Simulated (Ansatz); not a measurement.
## Ta (Im-3m): thermal expansion from first principles

Wanted: α(T), C_P(T) and B(T) of Ta in the quasi-harmonic approximation.

Main program and level: Ansatz 0.2.0; DFT PBEsol, scalar-relativistic, plane waves, PAW; PAW set soft_1.

## (1) Starting point

Symmetry: Im-3m, No. 229, cubic system. Conventional cell: a = 3.303 Å, b = 3.303 Å, c = 3.303 Å, α = 90.00°, β = 90.00°, γ = 90.00°. Nearest to Ta lie 8 Ta at 2.86 Å.

## (2) A first coarse run

A cheap single point shows whether the cell is a metal or an insulator and how far it is from rest; that sets the k-mesh and the occupations of what follows.

File input.yaml:

```yaml
crystal:
  lattice:
    - [-1.65128, 1.65128, 1.65128]
    - [1.65128, -1.65128, 1.65128]
    - [1.65128, 1.65128, -1.65128]
  atoms:
    - { symbol: Ta, position: [0.0, 0.0, 0.0] }
kpoints:
  mp_grid: { grid: [8, 8, 8] }
hamiltonian:
  xc: pbesol
  pseudopotentials: { kind: paw, azcp: { folder: soft_1 }, xc_functional: pbe }
scf:
  occupations: { method: gaussian, width: 0.1 }
  lower_state_search: "off"
output:
  forces: true
  stress: true
  eigenvalues: true
```

Command:

```bash
$ ansatz run input.yaml --threads 8 --pin off --max-ram 16384MiB --backend cpu --events-out ev --progress --plain --runs-dir out
```

Numbers of over 12 decimals in the logs are rounded to 6 here.

Output:

```text
Engine: ansatz 0.2.0, aarch64-unknown-linux-gnu
Pseudopotentials: kind: paw
Pseudopotential: Ta, paw, valence charge 13, recommended cutoff 420 eV (normal), soft_1/Ta.paw.azcp
Functional definition: PBEsol
  exchange = pbesol_x
  correlation = pbesol_c
Crystal: 1 atoms, lattice volume = 18.010 Å³
Basis set: ecut = 420 eV, 369 PW (Γ), exchange–correlation on 40×40×40 points (8 copies of the dense FFT grid, shifted against one another)
Bands: 11, of which v1, the nominal top of the filled ones, is band 7 counted from 1 (6 counted from 0)
Symmetry: 48 space group operations
Space group: Im-3m (ITA 229), of the structure as read, at distance tolerance 2.6e-5 Å
k-points: 29 of 512
Non-local potential: Ta, projectors of the file, l = 0: 3, l = 1: 2, l = 2: 2, l = 3: 1
PAW form: soft (Blöchl's): semilocal exchange-correlation on the pseudo side does not see the compensation charge
PAW frozen core: Ta, regenerated for the run's functional, and the local potential with it (the file was generated under x = pbe(κ = 0.804, μ = 0.219515), c = pbe(β = 0.066725))
PAW one-centre angular grid: Ta, 590 points (default); XC on 64 Gauss nodes
Initial density: superposition of atomic densities (chi_scale 0.1, normalization cell)
Initial wavefunctions: pseudopotential atomic-orbital guess
Functional: x = pbesol(κ = 0.804, μ = 0.123457), c = pbesol(β = 0.046)
SCF iter   1: F=—  HF=-9807.553063 eV  |F-HF|=—  |Δ(HF+E_count)|=         —  Δρ=4.02e-2  dr2=3.05e-1  ethr=3.10e-3  ⟨swp⟩=4.9  Hψ=1641  notcnv=0
preconditioner: auto → none  [metal: Δε(μ)=0.109 eV  Ē_g=8.512 eV  σ=0.100 eV  W_gap=0.45  n_scr=0 (ndim 8)  ℏωp=19.6 eV  f_vac=0.000  D(μ)=0.79/eV (n_scr^D=12)]
SCF iter   2: F=—  HF=-9807.433687 eV  |F-HF|=—  |Δ(HF+E_count)|=   1.19e-1  Δρ=1.45e-2  dr2=1.99e-2  ethr=2.34e-3  ⟨swp⟩=2.6  Hψ=745  notcnv=0  defer=11
SCF iter   3: F=—  HF=-9807.430637 eV  |F-HF|=—  |Δ(HF+E_count)|=   3.05e-3  Δρ=4.44e-3  dr2=1.17e-3  ethr=1.53e-4  ⟨swp⟩=2.1  Hψ=378  notcnv=0  defer=11
SCF iter   4: F=—  HF=-9807.430730 eV  |F-HF|=—  |Δ(HF+E_count)|=   9.29e-5  Δρ=1.53e-4  dr2=1.07e-6  ethr=9.00e-6  ⟨swp⟩=1.0  Hψ=308  notcnv=0  defer=11
SCF iter   5: F=—  HF=-9807.430727 eV  |F-HF|=—  |Δ(HF+E_count)|=   3.38e-6  Δρ=1.77e-5  dr2=9.48e-9  ethr=7.69e-10  ⟨swp⟩=7.3  Hψ=1629  notcnv=0
SCF iter   6: F=-9807.430727 eV  HF=-9807.430727 eV  |F-HF|=5.46e-12  |Δ(HF+E_count)|=  3.46e-11  Δρ=7.41e-7  dr2=4.23e-11  ethr=7.30e-11  ⟨swp⟩=1.2  Hψ=929  notcnv=0
SCF 1 converged in 6 iterations: F = -9807.430727 eV  dr2 = 4.23e-11
  greatest PAW one-centre occupation: 0.999 electrons in one spin orbital (limit 2), on the Ta atom at site 0 (counted from 0), in its partial waves of l = 0
SCF converged after 6 iterations
Free energy (F): -9807.430727 eV
Harris-Foulkes:  -9807.430727 eV  (|F-HF|=5.46e-12)
Internal energy: -9807.427114 eV  (E = F + TS)
E sigma→0 (E₀):  -9807.428921 eV
Entropy (-TS):   -0.003613 eV (-3.613 meV/atom)
Fermi energy:    18.343358 eV
--- Per-component energies (eV) ---
  E_band       = -106.778581
  E_kinetic    = 393.557662
  E_local      = -550.022823  (includes V_loc(G=0)·N_el)
  E_nonlocal   = -8.692544
  E_hartree    = 198.388133
  E_xc         = -318.810977
  E_vxc        = -233.484076  (∫ρ·V_xc dr)
  E_paw        = -8181.248938  (= ΣΔE_a)
  E_vpaw       = -104.913214  (= ΣTr[D̂ρ^β])
  E_aug_tail   = 0.000103  (compensation charges beyond the density's cutoff)
  E_ewald      = -1340.811443
  E_core_change = 0.213713  (= ΣΔE_core)
  E_smearing   = -0.003613  (= −TS)
  E_closure    = 0.000000  (closes the sum)
  Σ components = -9807.430727   (vs F -9807.430727, Δ=0.00e0)
--- Forces (eV/Å), atoms counted from 1 ---
  atom   1  Ta     0.00000000     0.00000000     0.00000000
  max |Σ_I F_I| component: 7.40e-32 eV/Å
--- Stress (GPa, compression-positive) ---
       -5.860689       0.000000      -0.000000
        0.000000      -5.860689       0.000000
        0.000000       0.000000      -5.860689
  P = ⅓ Tr σ = -5.8607 GPa (-58.607 kbar)
--- Band table (eV; the first three rows and the last of 29) ---
  k-point 0: bands = [... 3 lower, -14.6086, 10.4115, 19.0711, 19.0711, 19.0711, 22.3413, 22.3413, 32.9328]
  k-point 1: bands = [... 3 lower, -14.6096, 11.0881, 18.6486, 18.8900, 19.7500, 21.8022, 22.3527, 33.4711]
  k-point 2: bands = [... 3 lower, -14.6122, 12.7059, 17.7819, 18.2473, 21.6749, 21.7559, 22.5247, 33.2158]
  k-point 28: bands = [... 3 lower, -15.4366, 14.5242, 14.5242, 25.2070, 25.2070, 25.2070, 26.9327, 26.9327]
```

Wall time 0.78 s (8 threads of Arm Neoverse V2, shared host); peak memory 0.25 GiB; 1.2 s of CPU time.

In the SCF lines HF is the Harris–Foulkes energy and dr2 the Hartree energy of the density residual, in eV; the loop may stop once dr2 is under the threshold and the program's other checks hold. Hψ counts applications of the Hamiltonian.

This step gave:

- pressure: -5.861 GPa
- volume per atom: 18.01 Å³/atom
- gap on the k-mesh: 0 eV

The start is under -5.9 GPa at this level and looks like a metal on this mesh.

## (3) Finding the static equilibrium

Phonons are second derivatives about a minimum, so cell and atoms are relaxed first, inside the symmetry of the start.

input.yaml, the sections that differ from step 2:

```yaml
kpoints:
  mp_grid: { grid: [18, 18, 18] }
output:
  forces: true
  stress: true
  eigenvalues: true
  write_density: true
  write_potential: true
  elf: true
  volumetric_format: npy
relax:
  adjacent_minimum: "off"
  f_tol: 0.005
  max_steps: 80
  cell: { stress_tol: 0.05 }
# crystal, hamiltonian, scf: as in step 2
```

Output:

```text
[...]
Crystal: 1 atoms, lattice volume = 18.010 Å³
Basis set: ecut = 420 eV, 369 PW (Γ), exchange–correlation on 40×40×40 points (8 copies of the dense FFT grid, shifted against one another)
Bands: 11, of which v1, the nominal top of the filled ones, is band 7 counted from 1 (6 counted from 0)
Symmetry: 48 space group operations
[...]
k-points: 195 of 5832
[...]
SCF iter   1: F=—  HF=-9807.538615 eV  |F-HF|=—  |Δ(HF+E_count)|=         —  Δρ=4.19e-2  dr2=3.32e-1  ethr=3.10e-3  ⟨swp⟩=5.0  Hψ=11056  notcnv=0
[...]
SCF iter   6: F=-9807.406854 eV  HF=-9807.406854 eV  |F-HF|=6.18e-11  |Δ(HF+E_count)|=   6.14e-9  Δρ=1.37e-6  dr2=1.13e-10  ethr=1.55e-10  ⟨swp⟩=4.7  Hψ=9592  notcnv=0
SCF 1 converged in 6 iterations: F = -9807.406854 eV  dr2 = 1.13e-10
[...]
relax step   1: F+E_penalty+E_count = -9807.40685423 eV  Δ(F+E_penalty+E_count) = +0.000e0 eV  max|allowed force component| = 0.000e0 eV/Å  Δτ_max = 0.0000 Å  P = -4.001 GPa  Ω = 18.010 Å³  (6 SCF iters, dr2 threshold 1.00e-7 eV, accepted)
Crystal: 1 atoms, lattice volume = 16.625 Å³
Basis set: ecut = 420 eV, 321 PW (Γ), exchange–correlation on 40×40×40 points (8 copies of the dense FFT grid, shifted against one another)
[...]
iter 1 solved again at ethr=1.33e-6 eV; its pass at ethr=3.10e-3 eV (dr2=1.74e-4 eV) is discarded
[...]
SCF iter   4: F=-9807.369032 eV  HF=-9807.369032 eV  |F-HF|=4.68e-9  |Δ(HF+E_count)|=   4.41e-7  Δρ=1.49e-5  dr2=1.58e-8  ethr=7.69e-10  ⟨swp⟩=8.5  Hψ=13248  notcnv=0
SCF 2 converged in 4 iterations: F = -9807.369032 eV  dr2 = 1.58e-8
relax step   2: F+E_penalty+E_count = -9807.36903234 eV  Δ(F+E_penalty+E_count) = +3.782e-2 eV  max|allowed force component| = 0.000e0 eV/Å  Δτ_max = 0.0000 Å  P = +14.066 GPa  Ω = 16.625 Å³  energy of the carried Pulay correction = +2.761e-4 eV  (4 SCF iters, dr2 threshold 1.00e-7 eV, rejected (line search))
Crystal: 1 atoms, lattice volume = 17.684 Å³
[...]
SCF iter   6: F=-9807.411442 eV  HF=-9807.411442 eV  |F-HF|=5.46e-12  |Δ(HF+E_count)|=  2.00e-11  Δρ=1.17e-7  dr2=7.08e-13  ethr=1.00e-12  ⟨swp⟩=5.1  Hψ=7315  notcnv=0
SCF 3 converged in 6 iterations: F = -9807.411442 eV  dr2 = 7.08e-13
relax step   3: F+E_penalty+E_count = -9807.41144248 eV  Δ(F+E_penalty+E_count) = -4.588e-3 eV  max|allowed force component| = 0.000e0 eV/Å  Δτ_max = 0.0000 Å  P = -0.389 GPa  Ω = 17.684 Å³  energy of the carried Pulay correction = +6.311e-5 eV  (6 SCF iters, accepted)
[...]
relax step   4: F+E_penalty+E_count = -9807.41148946 eV  Δ(F+E_penalty+E_count) = -4.698e-5 eV  max|allowed force component| = 0.000e0 eV/Å  Δτ_max = 0.0000 Å  P = -0.008 GPa  Ω = 17.651 Å³  energy of the carried Pulay correction = +6.952e-5 eV  (2 SCF iters, dr2 threshold 1.00e-7 eV, accepted)
[...]
SCF iter   4: F=-9807.411420 eV  HF=-9807.411420 eV  |F-HF|=0.00e0  |Δ(HF+E_count)|=  3.09e-11  Δρ=8.15e-8  dr2=3.03e-13  ethr=1.00e-12  ⟨swp⟩=5.3  Hψ=7887  notcnv=0
SCF 5 converged in 4 iterations: F = -9807.411420 eV  dr2 = 3.03e-13
relax step   5: F+E_penalty+E_count = -9807.41141958 eV  Δ(F+E_penalty+E_count) = +6.988e-5 eV  max|allowed force component| = 0.000e0 eV/Å  Δτ_max = 0.0000 Å  P = -0.008 GPa  Ω = 17.651 Å³  stress off target by 7.50e-3 GPa  SCF on the basis re-selected at this cell (its energy is not comparable with the rows above)  (4 SCF iters)
basis re-selected at this cell: Δ(F+E_penalty+E_count) = +6.988e-5 eV, ΔP = +0.000 GPa vs the last step (what re-selecting the basis moved, of the pressure what is left beyond the Pulay correction that the steps carried, after the strain that the cell walked since its last selection, with what the two solves' SCF thresholds leave and, on support functions, any second-order correction that the steps lacked; it is no measure of the basis error at this ecutwfc). This SCF's stress stands 7.50e-3 GPa from its target on what of the cell is left free (relax.cell.stress_tol is 5.00e-2 GPa) and its largest allowed force component is 0.00e0 eV/Å (relax.f_tol is 5.00e-3 eV/Å): [rest of the remark cut]
SCF converged after 4 iterations
Free energy (F): -9807.411420 eV
[...]
Internal energy: -9807.405460 eV  (E = F + TS)
E sigma→0 (E₀):  -9807.408440 eV
Entropy (-TS):   -0.005959 eV (-5.959 meV/atom)
Fermi energy:    18.767591 eV
[...]
--- Stress (GPa, compression-positive) ---
       -0.007501       0.000000      -0.000000
        0.000000      -0.007501       0.000000
        0.000000       0.000000      -0.007501
  P = ⅓ Tr σ = -0.0075 GPa (-0.075 kbar)
--- Band table (eV; the first three rows and the last of 195) ---
  k-point 0: bands = [... 3 lower, -14.1288, 10.7618, 19.4822, 19.4822, 19.4822, 22.8271, 22.8271, 33.4414]
  k-point 1: bands = [... 3 lower, -14.1290, 10.9038, 19.3887, 19.4561, 19.6213, 22.6701, 22.8263, 33.5721]
  k-point 2: bands = [... 3 lower, -14.1298, 11.3146, 19.1316, 19.3454, 20.0344, 22.3446, 22.8326, 33.9057]
  k-point 194: bands = [... 3 lower, -15.0091, 14.8246, 14.8246, 25.7805, 25.7805, 25.7805, 27.5389, 27.5389]
--- Relaxed structure (4 steps of the walk, 3 accepted, 1 SCFs on fresh bases) ---
  F+E_penalty+E_count = -9807.41141958 eV   max|allowed force component| = 0.000e0 eV/Å   (the final SCF, on the basis selected at the relaxed cell)
  cell:  # Å, volume = 17.6512 Å³
    - [-1.640229, 1.640229, 1.640229]
    - [1.640229, -1.640229, 1.640229]
    - [1.640229, 1.640229, -1.640229]
  atoms:
    - { symbol: Ta, position: [0.0, 0.0, 0.0] }
```

Elapsed: 1.8 s, on 8 threads; peak memory 0.33 GiB; 10 s of CPU time.

Step by step:

| step | energy less that of the first step (eV) | largest force component (eV/Å) | pressure (GPa) | volume (Å³) |
| --- | --- | --- | --- | --- |
| 1 | 0.0000 | 0.0000 | -4.00 | 18.01 |
| 2 | 0.0378 | 0.0000 | 14.07 | 16.62 |
| 3 | -0.0046 | 0.0000 | -0.39 | 17.68 |
| 4 | -0.0046 | 0.0000 | -0.01 | 17.65 |
| 5* | -0.0046 | 0.0000 | -0.01 | 17.65 |

Relaxation steps marked * repeat the geometry before them on a plane-wave basis chosen anew for their cell, so energy and pressure can jump there. Relaxation step 2 was tried and not accepted.

| conventional cell, symmetrised | before | after | change |
| --- | --- | --- | --- |
| a (Å) | 3.303 | 3.280 | -0.7 % |
| b (Å) | 3.303 | 3.280 | -0.7 % |
| c (Å) | 3.303 | 3.280 | -0.7 % |
| volume (Å³/atom) | 18.01 | 17.65 | -2.0 % |

Final coordinates:

```cif
data_structure
_symmetry_space_group_name_H-M 'P 1'
_symmetry_Int_Tables_number 1
_cell_length_a 2.8410
_cell_length_b 2.8410
_cell_length_c 2.8410
_cell_angle_alpha 109.471
_cell_angle_beta 109.471
_cell_angle_gamma 109.471
_cell_volume 17.65
loop_
_atom_site_label
_atom_site_type_symbol
_atom_site_fract_x
_atom_site_fract_y
_atom_site_fract_z
_atom_site_occupancy
Ta1 Ta 0.00000 0.00000 0.00000 1
```

This step gave:

* pressure: -0.007501 GPa
* volume per atom: 17.65 Å³/atom

Valence density in the ac plane of the conventional cell at fractional y = 0.000, with atoms of Ta within 0.2 Å of it. It is the smooth field of the valence electrons, not physical close to the nuclei.

Ten even steps from '_' (0.2 e/Å³) to '@' (4.6 e/Å³), each cell a mean:
```
%%@@%%--____________..==@@@@
@@%%++::______________--##@@
++==::..______________..--==
....______________________..
____________________________
____________________________
____________________________
____________________________
____________________________
..__________________________
==--..________________..::--
%%##==..______________::++%%
@@@@##--____________..==%%@@
##@@%%==..__________..++@@%%
```
Columns run along a (3.3 Å), rows up along c (3.3 Å), edges of the conventional cell, whose origin can differ from the input's. Atoms in or near the plane, at fractional coordinates: Ta at (0.00, 0.00).

ELF in the ac plane of the conventional cell at fractional y = 0.000, with atoms of Ta within 0.2 Å of it. It is the smooth field of the valence electrons, not physical close to the nuclei.

Ten even steps from '0' (0.10) to '9' (0.72), each cell a mean:
```
36972134313895
89962245412799
98632356532478
43223566643223
11235666654311
23456655566543
44566554566654
33566655566543
11245665665321
22223566653222
87522466532367
99852255422699
47972134313896
04982134214983
```
Columns run along a (3.3 Å), rows up along c (3.3 Å), edges of the conventional cell, whose origin can differ from the input's. Atoms in or near the plane, at fractional coordinates: Ta at (0.00, 0.00).

Electrostatic potential energy in the ac plane of the conventional cell at fractional y = 0.000, with atoms of Ta within 0.2 Å of it. With pseudopotentials it is smooth inside the atoms' cores, unlike the true potential.

Values in eV, 14 rows by 14 columns, each cell a mean:
```
-45 -43 -31 -13   4  15  19  20  18  12   0 -19 -36 -43
-39 -34 -22  -6   8  16  19  20  19  14   5 -11 -27 -36
-21 -17  -7   5  13  18  20  21  20  17  11   2 -11 -19
 -2   1   7  13  17  19  20  21  20  19  16  11   5   0
 11  13  15  17  19  20  20  21  20  20  19  17  14  12
 18  18  19  20  20  20  20  20  20  20  20  20  19  18
 20  20  20  21  21  20  20  20  20  21  21  21  20  20
 19  19  20  20  20  20  20  20  20  20  20  20  19  19
 14  15  17  18  20  20  20  20  20  20  19  18  16  15
  3   5  10  14  17  20  20  21  20  19  17  13   8   4
-16 -12  -2   7  14  18  20  21  20  17  13   5  -6 -13
-34 -29 -17  -2  10  17  20  20  19  15   7  -7 -22 -31
-45 -41 -29 -12   5  15  19  20  18  13   1 -17 -34 -43
-45 -45 -34 -16   3  14  19  20  18  11  -2 -21 -39 -45
```
Columns run along a (3.3 Å; values clipped at the 3rd and 97th percentile), rows up along c (3.3 Å), edges of the conventional cell, whose origin can differ from the input's. Atoms in or near the plane, at fractional coordinates: Ta at (0.00, 0.00).

The relaxation ends with a pressure of -0.01 GPa.

(Continued in part 2 of 3.)

[Logs are printed without paths, hosts, clocks, repeated set-up lines and the standing remarks that a program may print on its own settings, such as how far it seeks lower states.]

[Hosts, paths, dates, database ids (printed as entryN), source tags and the programs' standing remarks are cut or masked in the printed files.]

[A step with changed settings may run another functional than the one named; its input shows which.]
